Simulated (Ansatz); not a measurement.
## Sc (model cell, started as body-centred cubic): following an unstable mode

Aim: this structure of Sc (model cell, started as body-centred cubic) is to be tested for unstable modes, and one is followed downhill.

Method: DFT PBEsol, scalar-relativistic, plane waves, PAW; PAW set soft_1, in Ansatz 0.2.0.

This is not the structure that Sc takes at ambient pressure and room temperature (hexagonal, No. 194); it is a model or a phase of other conditions.

### Step 1. Set-up

Symmetry: Im-3m, No. 229, cubic system. Conventional cell: a = 3.626 Å, b = 3.626 Å, c = 3.626 Å, α = 90.00°, β = 90.00°, γ = 90.00°. Nearest to Sc lie 8 Sc at 3.14 Å.

As a file:

```cif
data_structure
_symmetry_space_group_name_H-M 'Im-3m'
_symmetry_Int_Tables_number 229
_cell_length_a 3.6265
_cell_length_b 3.6265
_cell_length_c 3.6265
_cell_angle_alpha 90.000
_cell_angle_beta 90.000
_cell_angle_gamma 90.000
_cell_volume 47.69
loop_
_atom_site_label
_atom_site_type_symbol
_atom_site_symmetry_multiplicity
_atom_site_Wyckoff_symbol
_atom_site_fract_x
_atom_site_fract_y
_atom_site_fract_z
_atom_site_occupancy
Sc1 Sc 2 a 0.00000 0.00000 0.00000 1
```

### Step 2. The dispersion

The cell comes from relaxations at this level that are not shown. Stability and thermal properties need the whole zone. Linear response on a 4×4×4 q mesh gives force constants as far as a supercell of that size would.

input.yaml reads:

```yaml
crystal:
  lattice:
    - [-1.8132278844, 1.8132278844, 1.8132278844]
    - [1.8132278844, -1.8132278844, 1.8132278844]
    - [1.8132278844, 1.8132278844, -1.8132278844]
  atoms:
    - { symbol: Sc, position: [0.0, 0.0, 0.0] }
kpoints:
  mp_grid: { grid: [16, 16, 16] }
hamiltonian:
  xc: pbesol
  pseudopotentials: { kind: paw, azcp: { folder: soft_1 }, xc_functional: pbe }
scf:
  occupations: { method: methfessel_paxton, width: 0.2 }
output:
  eigenvalues: true
phonons:
  method: dfpt
  qmesh: [4, 4, 4]
  temperatures: { t_max: 1000, t_step: 50 }
  qpath:
    path:
      - [[0.0, 0.0, 0.0], [0.5, -0.5, 0.5], [0.0, 0.0, 0.5], [0.0, 0.0, 0.0], [0.25, 0.25, 0.25], [0.5, -0.5, 0.5]]
      - [[0.25, 0.25, 0.25], [0.0, 0.0, 0.5]]
    npoints: 10
```

The run is started by

```console
> ansatz run input.yaml --threads 8 --pin off --max-ram 16384MiB --backend cpu --events-out ev --progress --plain --runs-dir out
```

Numbers of over 12 decimals in the logs are rounded to 6 here.

The program printed:

```text
Engine: ansatz 0.2.0, aarch64-unknown-linux-gnu
Pseudopotentials: kind: paw
Pseudopotential: Sc, paw, valence charge 11, recommended cutoff 420 eV (normal), soft_1/Sc.paw.azcp
Functional definition: PBEsol
  exchange = pbesol_x
  correlation = pbesol_c
Crystal: 1 atoms, lattice volume = 23.846 Å³
Basis set: ecut = 420 eV, 459 PW (Γ), exchange–correlation on 48×48×48 points (8 copies of the dense FFT grid, shifted against one another)
Bands: 10, of which v1, the nominal top of the filled ones, is band 6 counted from 1 (5 counted from 0)
Symmetry: 48 space group operations
k-points: 145 of 4096
Non-local potential: Sc, projectors of the file, l = 0: 3, l = 1: 2, l = 2: 3, l = 3: 1
PAW form: soft (Blöchl's): semilocal exchange-correlation on the pseudo side does not see the compensation charge
PAW frozen core: Sc, regenerated for the run's functional, and the local potential with it (the file was generated under x = pbe(κ = 0.804, μ = 0.219515), c = pbe(β = 0.066725))
PAW one-centre angular grid: Sc, 590 points (default); XC on 64 Gauss nodes
Initial density: superposition of atomic densities (chi_scale 0.1, normalization cell)
Initial wavefunctions: pseudopotential atomic-orbital guess
Functional: x = pbesol(κ = 0.804, μ = 0.123457), c = pbesol(β = 0.046)
SCF iter   1: F=—  HF=-2111.346096 eV  |F-HF|=—  |Δ(HF+E_count)|=         —  Δρ=2.91e-2  dr2=2.59e-1  ethr=3.10e-3  ⟨swp⟩=4.1  Hψ=6962  notcnv=0
preconditioner: auto → none  [metal: Δε(μ)=0.016 eV  Ē_g=4.239 eV  σ=0.200 eV  W_gap=0.07  n_scr=0 (ndim 8)  ℏωp=13.2 eV  f_vac=0.000  D(μ)=2.44/eV (n_scr^D=42)]
SCF iter   2: F=—  HF=-2111.262316 eV  |F-HF|=—  |Δ(HF+E_count)|=   8.38e-2  S|Δr|=    0.00e0  Δρ=7.96e-3  dr2=8.13e-3  ethr=2.35e-3  ⟨swp⟩=2.9  Hψ=3747  notcnv=0  defer=19
SCF iter   3: F=—  HF=-2111.260035 eV  |F-HF|=—  |Δ(HF+E_count)|=   2.28e-3  S|Δr|=    0.00e0  Δρ=3.36e-3  dr2=1.84e-3  ethr=7.40e-5  ⟨swp⟩=2.6  Hψ=2249  notcnv=0  defer=19
SCF iter   4: F=—  HF=-2111.259840 eV  |F-HF|=—  |Δ(HF+E_count)|=   1.95e-4  S|Δr|=    0.00e0  Δρ=1.44e-3  dr2=3.24e-4  ethr=1.67e-5  ⟨swp⟩=1.0  Hψ=1431  notcnv=0  defer=19
SCF iter   5: F=—  HF=-2111.259789 eV  |F-HF|=—  |Δ(HF+E_count)|=   5.12e-5  S|Δr|=    0.00e0  Δρ=3.11e-4  dr2=1.43e-5  ethr=2.95e-6  ⟨swp⟩=1.1  Hψ=1481  notcnv=0  defer=19
SCF iter   6: F=—  HF=-2111.259787 eV  |F-HF|=—  |Δ(HF+E_count)|=   2.12e-6  S|Δr|=    0.00e0  Δρ=3.52e-5  dr2=1.72e-7  ethr=1.30e-7  ⟨swp⟩=1.6  Hψ=1736  notcnv=0  defer=19
SCF iter   7: F=—  HF=-2111.259789 eV  |F-HF|=—  |Δ(HF+E_count)|=   2.59e-6  S|Δr|=    0.00e0  Δρ=2.17e-6  dr2=6.46e-10  ethr=1.56e-9  ⟨swp⟩=2.0  Hψ=2126  notcnv=0  defer=19
SCF iter   8: F=-2111.259789 eV  HF=-2111.259789 eV  |F-HF|=9.09e-13  |Δ(HF+E_count)|=  1.06e-10  S|Δr|=    0.00e0  Δρ=6.75e-8  dr2=7.12e-13  ethr=1.00e-12  ⟨swp⟩=3.5  Hψ=5982  notcnv=0
SCF 1 converged in 8 iterations: F = -2111.259789 eV  dr2 = 7.12e-13
  greatest PAW one-centre occupation: 0.998 electrons in one spin orbital (limit 2), on the Sc atom at site 0 (counted from 0), in its partial waves of l = 0
NSCF: frozen V_eff on 145 k-points
NSCF: frozen V_eff on 349 k-points
DFPT response loops at q = (0, 0, 0) (fractional): preconditioner auto → Kerker (q_TF=auto, 2.398 Å⁻¹) (partly filled bands, converged f_vac=0.000); β = 1.00, the filter's whole step (`scf.mixing.beta` (0.50) is not read by the response loops under this deck's `scf.mixing.preconditioner`; to damp them name `kerker` or `kerker_dos`, under which they read `scf.mixing.beta`, and type it under 1.00, their step now; both keys bind the ground state too); Broyden in place of MSR1
NSCF: frozen V_eff on 4352 k-points
DFPT response loops at q = (0, 0, 0.25) (fractional): mixed as the last ones told, above
NSCF: frozen V_eff on 2196 k-points
DFPT response loops at q = (0, 0, -0.5) (fractional): mixed as the last ones told, above
NSCF: frozen V_eff on 8192 k-points
DFPT response loops at q = (0, 0.25, 0.25) (fractional): mixed as the last ones told, above
NSCF: frozen V_eff on 1178 k-points
DFPT response loops at q = (0.25, 0.25, 0.25) (fractional): mixed as the last ones told, above
NSCF: frozen V_eff on 2320 k-points
DFPT response loops at q = (0.25, 0.25, -0.25) (fractional): mixed as the last ones told, above
NSCF: frozen V_eff on 4352 k-points
DFPT response loops at q = (0.25, -0.5, -0.5) (fractional): mixed as the last ones told, above
NSCF: frozen V_eff on 698 k-points
DFPT response loops at q = (-0.5, -0.5, -0.5) (fractional): mixed as the last ones told, above
SCF converged after 8 iterations
Stability not checked: this state was not tested for a lower state beside it, because cold or Methfessel-Paxton smearing, or corrected tetrahedra, fill the levels in a way that the test cannot read (fill_not_monotonic; see scf.lower_state_search)
Free energy (F): -2111.259789 eV
Harris-Foulkes:  -2111.259789 eV  (|F-HF|=9.09e-13)
Internal energy: -2111.258022 eV  (E = F + TS)
E sigma→0 (E₀):  -2111.259348 eV
Entropy (-TS):   -0.001767 eV (-1.767 meV/atom)
Fermi energy:    9.515408 eV
--- Per-component energies (eV) ---
  E_band       = -165.779950
  E_kinetic    = 206.380007
  E_local      = -833.146576  (includes V_loc(G=0)·N_el)
  E_nonlocal   = 144.425195
  E_hartree    = 296.847029
  E_xc         = -84.437507
  E_vxc        = -104.214826  (∫ρ·V_xc dr)
  E_paw        = -967.207120  (= ΣΔE_a)
  E_vpaw       = -172.917852  (= ΣTr[D̂ρ^β])
  E_aug_tail   = 0.000041  (compensation charges beyond the density's cutoff)
  E_ewald      = -874.248116
  E_core_change = 0.129025  (= ΣΔE_core)
  E_smearing   = -0.001767  (= −TS)
  E_closure    = 0.000000  (closes the sum)
  Σ components = -2111.259789   (vs F -2111.259789, Δ=0.00e0)
--- Band table (eV; the first three rows and the last of 145) ---
  k-point 0: bands = ["-39.7836", "-18.2531", "-18.2531", "-18.2531", "4.2090", "10.9937", "10.9937", "10.9937", "12.4911", "12.4911"]
  k-point 1: bands = ["-39.7808", "-18.2709", "-18.2587", "-18.2532", "4.3167", "10.9385", "10.9735", "11.0746", "12.4248", "12.4939"]
  k-point 2: bands = ["-39.7727", "-18.3210", "-18.2744", "-18.2534", "4.6325", "10.7859", "10.8830", "11.3124", "12.2881", "12.5052"]
  k-point 144: bands = ["-39.6556", "-18.5646", "-18.5646", "-18.5646", "8.2232", "8.2232", "13.5407", "13.5407", "13.5407", "15.8573"]
--- Phonons (Γ-DFPT): 1 representative perturbation + reference (Σ response iterations 3) ---
  ASR residual: 9.252e-6 → 0.000e0 eV/Å²; symmetrization residual: 6.821e-13 eV/Å²
  ASR residual per site (eV/Å²): 9.25e-6
  Γ frequencies (cm⁻¹): 0.00 0.00 0.00
--- Phonons (arbitrary-q DFPT): 8 irreducible q on the 4×4×4 mesh ---
  q = [0.0000, 0.0000, 0.0000] (star 1, of the zone-centre solve; hermiticity 1.37e-8, symmetrization 7.37e-8): 0.00 0.00 0.00
  q = [0.0000, 0.0000, 0.2500] (star 12, 2 solved perturbations in 3336 linear systems a pass and spin channel, the states on 2176 of 4096 k-point pairs; hermiticity 2.60e-13, symmetrization 5.47e-13): -54.93 84.16 140.14
  q = [0.0000, 0.0000, -0.5000] (star 6, 2 solved perturbations in 1719 linear systems a pass and spin channel, the states on 1098 of 4096 k-point pairs; hermiticity 1.19e-13, symmetrization 1.58e-13): -96.88 134.88 190.85
  q = [0.0000, 0.2500, 0.2500] (star 24, 2 solved perturbations in 6272 linear systems a pass and spin channel, the states on 4096 of 4096 k-point pairs; hermiticity 1.65e-7, symmetrization 9.94e-14): -63.27 149.18 188.77
  q = [0.2500, 0.2500, 0.2500] (star 2, 1 solved perturbation on 589 of 4096 k-point pairs; hermiticity 9.87e-14, symmetrization 5.40e-13): 158.37 158.37 158.37
  q = [0.2500, 0.2500, -0.2500] (star 6, 2 solved perturbations in 1808 linear systems a pass and spin channel, the states on 1160 of 4096 k-point pairs; hermiticity 2.92e-13, symmetrization 3.41e-13): 69.81 128.75 128.75
  q = [0.2500, -0.5000, -0.5000] (star 12, 2 solved perturbations in 3336 linear systems a pass and spin channel, the states on 2176 of 4096 k-point pairs; hermiticity 2.05e-13, symmetrization 4.62e-13): 98.29 178.96 208.27
  q = [-0.5000, -0.5000, -0.5000] (star 1, 1 solved perturbation on 349 of 4096 k-point pairs; hermiticity 3.19e-14, symmetrization 4.16e-13): 222.79 222.79 222.79
  sum rule: each row above includes the acoustic sum rule's correction from the zone centre's row sums; it moved no ω² by more than (0.24 cm⁻¹)²
  mesh force constants: q→R imaginary residual 0.00e0; ASR residual 9.252e-6 → 0.000e0 eV/Å²; symmetrization residual 2.220e-15 eV/Å²
  interpolated dispersion: 62 rows × 3 modes
  density of states and harmonic sums: on the 24×24×24 q-mesh, interpolated from the force constants of a 4×4×4 supercell (no non-analytic term)
  largest difference from the sums on the solved wave vectors: F 2.75e-2 eV, S 3.25e-5 and C_V 7.84e-6 eV/K
  zero-point energy: 0.021216 eV/cell   skipped modes (ω ≤ 0): 243, of them read as no rigid motion or as one in doubt: 240 (6.448e-1 modes/cell left out, lowest -96.88 cm⁻¹)   left out of the sums: 2.15e-1 of the cell's modes: C_V's classical limit lies that fraction below 3 k_B per atom; for a crystal, a wire or a layer, F and S can be off by more, and a phonons.interpolated_qmesh denser along its periods is the remedy for the sampling
```

The job ended after 49 s (8 threads of Arm Neoverse V2, shared host; peak memory 2.4 GiB).

This step gave:

* volume per atom: 23.85 Å³
* gap on the k-mesh: 0 eV
* sum-rule residual before enforcement: 9.25e-6 eV/Å²
* lowest frequency on the path: -96.88 cm⁻¹
* highest frequency on the path or at a solved wavevector: 222.8 cm⁻¹
* lowest mode on the q mesh (acoustic modes at Γ apart): -96.88 cm⁻¹

Frequencies (cm⁻¹) solved at each irreducible wavevector; negative means imaginary. Frequencies by wavevector, by row:

```csv
q in reciprocal lattice units,star,mode 1,mode 2,mode 3
0 0 0,1,0,0,0
0 0 0.25,12,-54.9,84.2,140.1
0 0 -0.5,6,-96.9,134.9,190.8
0 0.25 0.25,24,-63.3,149.2,188.8
0.25 0.25 0.25,2,158.4,158.4,158.4
0.25 0.25 -0.25,6,69.8,128.8,128.8
0.25 -0.5 -0.5,12,98.3,179,208.3
-0.5 -0.5 -0.5,1,222.8,222.8,222.8
```

Interpolated from a 4×4×4 q mesh. Phonon branches along the path, in cm⁻¹:

```csv
point,branch 1,branch 2,branch 3
Γ,0,0,0
halfway,70,129,129
H,223,223,223
halfway,98,179,208
N,-97,135,191
halfway,-55,84,140
Γ,0,0,0
halfway,61,61,172
P,158,158,158
halfway,-19,195,195
H,223,223,223
jump to P,158,158,158
halfway,26,156,190
N,-97,135,191
```

The phonon branches as a text plot (rows in cm⁻¹):

```
    216 |          ******                              ****
    203 |         *   ** **                           *
    189 |        **     *  ****             ***    ***  *   *****
    176 |              * *     **          *   * **        *
    163 |       *         *                     *          ***
    150 |        *         *              *            *   *  *
    136 |               *   ***  *             *               **
    123 |     **               *  *      *    *  *
    110 |       *               *
     96 |    *           *         *         *        *     *
     83 |                        *      *   *     *
     70 |  ** **                  * *                        *
     56 |    *                             *
     43 | **              *        *   *  *
     30 |                           **   *
     16 | *                          * **
      3 |*                           **
    -10 |                           *
    -24 |                          *               * *
    -37 |                         *
    -50 |                        *                            *
    -64 |                                           *
    -77 |                       *
    -90 |                  *****                               **
         Γ           H       N        Γ         P        H|P    N
```

Symmetry leaves 8 wavevectors to solve. The lowest mode among them, the acoustic zeros apart, lies at q = (0, 0, -0.5) and is imaginary, 96.9i cm⁻¹, so the energy falls along it.

### Step 3. The mode frozen in, largest atomic shift 0 Å

The mode followed lies at q = (0, 0.25, 0.25) with frequency 63.3i cm⁻¹, one of the unstable modes though not the softest. At small amplitude the distorted cell has space group no. 11 by a symmetry search on the positions. The undistorted cell that holds it gives the zero of energy on the same k mesh.

System of this step: Sc (model cell, started as body-centred cubic). Symmetry: Im-3m, No. 229, cubic system. The conventional cell has a = 3.626 Å, b = 3.626 Å, c = 3.626 Å, α = 90.00°, β = 90.00°, γ = 90.00°. Nearest to Sc lie 8 Sc at 3.14 Å.

input.yaml, the sections that differ from step 2:

```yaml
crystal:
  lattice:
    - [-1.8132278844, 1.8132278844, 1.8132278844]
    - [0.0, -3.6264557688, 3.6264557688]
    - [5.4396836532, 1.8132278844, 1.8132278844]
  atoms:
    - { symbol: Sc, position: [0.0, 0.0, 0.0] }
    - { symbol: Sc, position: [0.75, 0.5, 0.25] }
    - { symbol: Sc, position: [0.5, 0.0, 0.5] }
    - { symbol: Sc, position: [0.25, 0.5, 0.75] }
kpoints:
  mp_grid: { grid: [14, 8, 8] }
output:
  forces: true
  stress: true
  eigenvalues: true
# hamiltonian, scf: as in step 2
# phonons: removed
```

The program printed:

```text
[...]
Crystal: 4 atoms, lattice volume = 95.384 Å³
Basis set: ecut = 420 eV, 1871 PW (Γ), exchange–correlation on 48×72×90 points (8 copies of the dense FFT grid, shifted against one another)
Bands: 27, of which v1, the nominal top of the filled ones, is band 22 counted from 1 (21 counted from 0)
Symmetry: 16 space group operations
[...]
k-points: 290 of 896
[...]
k-point 0: bands = [... 18 lower, 7.9906, 7.9906, 9.4084, 9.4084, 9.7685, 9.8659, 9.8659, 10.0333, ... 6 higher]
  k-point 1: bands = [... 18 lower, 7.7425, 8.5237, 9.2834, 9.6133, 9.6971, 9.7675, 9.9645, 9.9948, ... 6 higher]
  k-point 2: bands = [... 18 lower, 7.9491, 8.9433, 9.2447, 9.4404, 9.7498, 9.7944, 9.8824, 10.1347, ... 6 higher]
  k-point 289: bands = [... 18 lower, 8.5633, 8.5633, 8.8967, 8.8967, 9.7685, 9.7685, 10.0333, 10.0333, ... 6 higher]
[key lines of the parts left out:]
SCF converged after 7 iterations
Free energy (F): -8445.039589 eV
Fermi energy:    9.515731 eV
P = ⅓ Tr σ = -0.0000 GPa (-0.000 kbar)
```

Wall time 5.9 s (8 threads); peak memory 0.97 GiB.

Numbers from this step:

| Property | Result |
| --- | --- |
| pressure | -1.80e-5 GPa |
| energy from the undistorted cell | 0 meV/atom |

The run ends at a pressure of 0.00 GPa.

### Step 4. The mode frozen in, largest atomic shift 0.14 Å

The atoms are moved along the unstable eigenvector, the largest shift by 0.14 Å, with the cell fixed.

input.yaml, the sections that differ from step 3:

```yaml
crystal:
  lattice:
    - [-1.8132278844, 1.8132278844, 1.8132278844]
    - [0.0, -3.6264557688, 3.6264557688]
    - [5.4396836532, 1.8132278844, 1.8132278844]
  atoms:
    - { symbol: Sc, position: [0.0410520842, 0.0, -0.0060790596] }
    - { symbol: Sc, position: [0.7089479158, 0.5, 0.2560790596] }
    - { symbol: Sc, position: [0.4589479158, 0.0, 0.5060790596] }
    - { symbol: Sc, position: [0.2910520842, 0.5, 0.7439209404] }
# kpoints, hamiltonian, scf, output: as in step 3
```

The program printed:

```text
[...]
Crystal: 4 atoms, lattice volume = 95.384 Å³
Basis set: ecut = 420 eV, 1871 PW (Γ), exchange–correlation on 48×72×90 points (8 copies of the dense FFT grid, shifted against one another)
Bands: 27, of which v1, the nominal top of the filled ones, is band 22 counted from 1 (21 counted from 0)
Symmetry: 4 space group operations
[...]
k-points: 290 of 896
[...]
k-point 0: bands = [... 18 lower, 7.9982, 8.0056, 9.4068, 9.4098, 9.8154, 9.8219, 9.9283, 10.0382, ... 1 higher]
  k-point 1: bands = [... 18 lower, 7.7557, 8.5268, 9.2850, 9.6114, 9.6654, 9.8637, 9.9700, 9.9924, ... 1 higher]
  k-point 2: bands = [... 18 lower, 7.9627, 8.9106, 9.2475, 9.4386, 9.7969, 9.8169, 9.8840, 10.1333, ... 1 higher]
  k-point 289: bands = [... 18 lower, 8.5941, 8.5941, 8.8799, 8.8799, 9.7969, 9.7969, 9.9806, 9.9806, ... 1 higher]
[key lines of the parts left out:]
SCF converged after 8 iterations
Free energy (F): -8445.052791 eV
Fermi energy:    9.482929 eV
P = ⅓ Tr σ = -0.1423 GPa (-1.423 kbar)
```

Elapsed: 5.2 s, on 8 threads; peak memory 0.85 GiB.

This step gave:

```yaml
pressure: -0.1423 GPa
energy_from_the_undistorted_cell: -2.809 meV/atom
```

The energy, extrapolated to zero smearing, is -2.81 meV/atom against the undistorted cell.

The run ends at a pressure of -0.14 GPa, with forces up to 0.17 eV/Å.

### Step 5. Energy along the mode, all amplitudes (two of the runs are shown above)

An imaginary frequency means negative curvature, so the energy should fall and then rise again as anharmonic terms take over.

Numbers from this step:

```
depth at the lowest point sampled  : 2.809 meV/atom
largest atomic shift at that point : 0.14 Å
```

Energy from the parent against largest atomic shift:

```csv
largest atomic shift (Å),energy from the parent (meV/atom)
0.000,0
0.040,-0.456
0.080,-1.51
0.140,-2.81
0.220,-0.557
0.320,15.7
```

Displacement at unit largest shift by atom:

```csv
atom,x (Å),y (Å),z (Å),size
Sc1,-0.77,0.45,0.45,1.00
Sc2,0.77,-0.45,-0.45,1.00
Sc3,0.77,-0.45,-0.45,1.00
Sc4,-0.77,0.45,0.45,1.00
```

The lowest of the steps tried is at 0.14 Å, 2.81 meV/atom below the parent; the bottom of the well need not coincide with a step.

[end of part 1 of 3]

[Logs are printed without paths, hosts, clocks, repeated set-up lines and the standing remarks that a program may print on its own settings, such as how far it seeks lower states.]

[Hosts, paths, dates, database ids (printed as entryN), source tags and the programs' standing remarks are cut or masked in the printed files.]
